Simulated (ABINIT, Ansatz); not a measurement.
Entries from a set of simulations; values are calculated unless marked as measured.

**A GW chain in ABINIT: NaLiICl (P4/mmm)**

The structure is tetragonal, space group P4/mmm (No. 123). Conventional cell: a = 4.092 Å, b = 4.092 Å, c = 6.215 Å, α = 90.00°, β = 90.00°, γ = 90.00°. Na has 4 Cl at 2.89 Å and 2 I at 3.11 Å nearest. Nearest to Li lie 4 I at 2.89 Å. I has 4 Li at 2.89 Å and 2 Na at 3.11 Å nearest. Cl has 4 Na at 2.89 Å nearest. Farther neighbours, and contacts between anions beyond the nearest, are not listed.

```xyz
4
Lattice="4.0916 0.0000 0.0000 0.0000 4.0916 0.0000 0.0000 0.0000 6.2153" Properties=species:S:1:pos:R:3 pbc="T T T"
Na    2.0458    2.0458    3.1077
Li    0.0000    0.0000    0.0000
I     2.0458    2.0458    0.0000
Cl    0.0000    0.0000    3.1077
```

```
method               : RPA screening on LDA, plane waves, norm-conserving pseudopotentials (and 2 further levels or steps)
program              : ABINIT 10.8.3
settings             : cutoff 38 Ha, PseudoDojo scalar-relativistic 0.4.1 standard, norm-conserving, ngkpt (2, 2, 2), nband 182, ecuteps 6.5 Ha, inclvkb 2, shiftk (0, 0, 0), symchi 1, awtr 1, frequency ppm, 2×2×2 k-mesh
cost                 : 5 runs, 8.6 min in all on 4 MPI ranks of Arm Neoverse N1, shared host
notes                : The program’s warnings: nkpt*nsppol () is not a multiple of nproc spkpt (). The cell and positions are those that the Materials Project relaxed with its own functionals (PBE, PBE+U or r2SCAN), kept fixed. Limits: no spin-orbit coupling. The 2×2×2 mesh is coarse for this cell, which bears on the long-range parts of exchange and screening.
LDA gap              : 3.85 eV, indirect
G0W0 gap on the mesh : 6.12 eV
GW settings          : 2×2×2 mesh, 182 bands, screening to 176.9 eV, Godby-Needs plasmon pole
known limits         : short of the basis limit; no spin-orbit coupling; coarse k mesh
```

G0W0 moves the gap on the mesh from 3.85 eV to 6.12 eV (+2.27 eV), with Z of 0.81 and 0.84 at the edges. Local fields lower the RPA ε∞ on this mesh from 4.63 to 3.90; a Γ-centred mesh this coarse tends to raise both, most where the direct gap is narrow, while a short band sum lowers them.

[Long decimals in the printed logs are rounded to 6 places.]

[Logs are printed without paths, hosts, clocks, repeated set-up lines and the standing remarks that a program may print on its own settings, such as how far it seeks lower states.]

[Paths, hosts, dates, memory and timing lines, banners, echoed tables and standing remarks are left out of the program output; an Ansatz launch command may be rebuilt from the run's recorded settings. Measured values are a selection of at most five: reports struck by readers or far from the other reports are left out. None is set beside runs whose start may be inverted or whose files or cutoffs have a known fault.]

[Runs of the session that timed out or met a known fault of the program may be left out.]

[Hosts, paths, dates, database ids (printed as entryN), source tags and the programs' standing remarks are cut or masked in the printed files.]

[G0W0 gaps are taken among the corrected bands and points alone; a level outside them can change the order at an edge.]

[Where Ansatz stands beside ABINIT at settings called matched, ABINIT's density can come from a denser mesh and the files from another edition; pairs whose starting gaps differed by over 0.03 eV were left out, so agreement reads better than it is.]
